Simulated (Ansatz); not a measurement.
## Li on Ag(111): change of the work function: cost of one run

Ansatz 0.2.0; plane-wave DFT, PBE, Ansatz PAW. The cell holds 17 atoms.

Contents of input.yaml:

```yaml
crystal:
  lattice:
    - [5.7841334702, 1.0e-10, 0.0]
    - [2.892066735, 5.0092065241, 0.0]
    - [0.0, 0.0, 27.4237100291]
  atoms:
    - { symbol: Ag, position: [0.0, 0.0, 0.3281831667] }
    - { symbol: Ag, position: [0.1666666667, 0.1666666667, 0.414289773] }
    - { symbol: Ag, position: [0.3333333333, 0.3333333333, 0.5013925181] }
[... 8 atom lines left out ...]
    - { symbol: Ag, position: [0.5, 0.0, 0.5893163704] }
    - { symbol: Ag, position: [0.5, 0.5, 0.3281831667] }
    - { symbol: Ag, position: [0.6666666667, 0.6666666667, 0.414289773] }
    - { symbol: Ag, position: [0.8333333333, 0.8333333333, 0.5013925181] }
    - { symbol: Ag, position: [0.5, 0.5, 0.5893163704] }
    - { symbol: Li, position: [0.1666666667, 0.1666666667, 0.6718168333] }
kpoints:
  mp_grid: { grid: [6, 6, 1] }
hamiltonian:
  xc: pbe
scf:
  occupations: { method: fermi_dirac, width: 0.1 }
  convergence: { dr2_threshold: 1.0e-08 }
efield:
  axis: 3
  dipole_correction: true
  ramp_position: 0.97
  ramp_width: 0.06
relax:
  f_tol: 0.02
  max_steps: 60
  constraints: [{ sites: [0, 1, 4, 5, 8, 9, 12, 13] }]
output:
  dos: { projected: true, e_range: [-8, 4] }
  write_potential: true
  write_density: true
  volumetric_format: npy
  elf: true
```

The run is started by

```sh
ansatz run input.yaml --threads 4 --pin off --max-ram 16384MiB --backend cpu --events-out ev --progress --plain --runs-dir out
```

The cutoff in use is 420 eV. For reference, a run of the same kind (18 atoms, 13 k-points, 186 bands and 15,595 plane waves; 82 SCF cycles) took 9.7 min and 3.9 GiB on the same hardware.

What time and memory should one allow on 4 threads of Arm Neoverse V1, shared host?

A cutoff of 420 eV is a sphere of radius 10.5 Å⁻¹, so a cell of 795 Å³ holds about V·G³/6π² = 15,528 plane waves. At two electrons a band, the 307 electrons need 154 bands, and 31 more are carried. Symmetry cuts the 6×6×1 mesh from 36 to 7 points. The run has 7 k-points, 185 bands and 15,595 plane waves. Taking the work of a cycle as k-points × spins × bands × plane waves, that is 0.54 times the reference, or 5.2 min at the reference's 82 cycles. The run needed 37 SCF cycles over 4 ionic steps, which makes it about 2.3 min. One copy of the wavefunctions takes 0.3 GiB at 16 bytes a coefficient, against 0.56 GiB in the reference; grids, projectors and work arrays come on top. Measured: about 2.4 min, with a peak of 3.4 GiB. The estimate holds within 25 %.

[Logs are printed without paths, hosts, clocks, repeated set-up lines and the standing remarks that a program may print on its own settings, such as how far it seeks lower states.]

[Hosts, paths, dates, database ids (printed as entryN), source tags and the programs' standing remarks are cut or masked in the printed files.]

[Maps of the electrostatic potential energy from Ansatz leave out the sawtooth potential of an applied field or a dipole correction, so their vacuum need not be flat; planar profiles and work functions include it.]
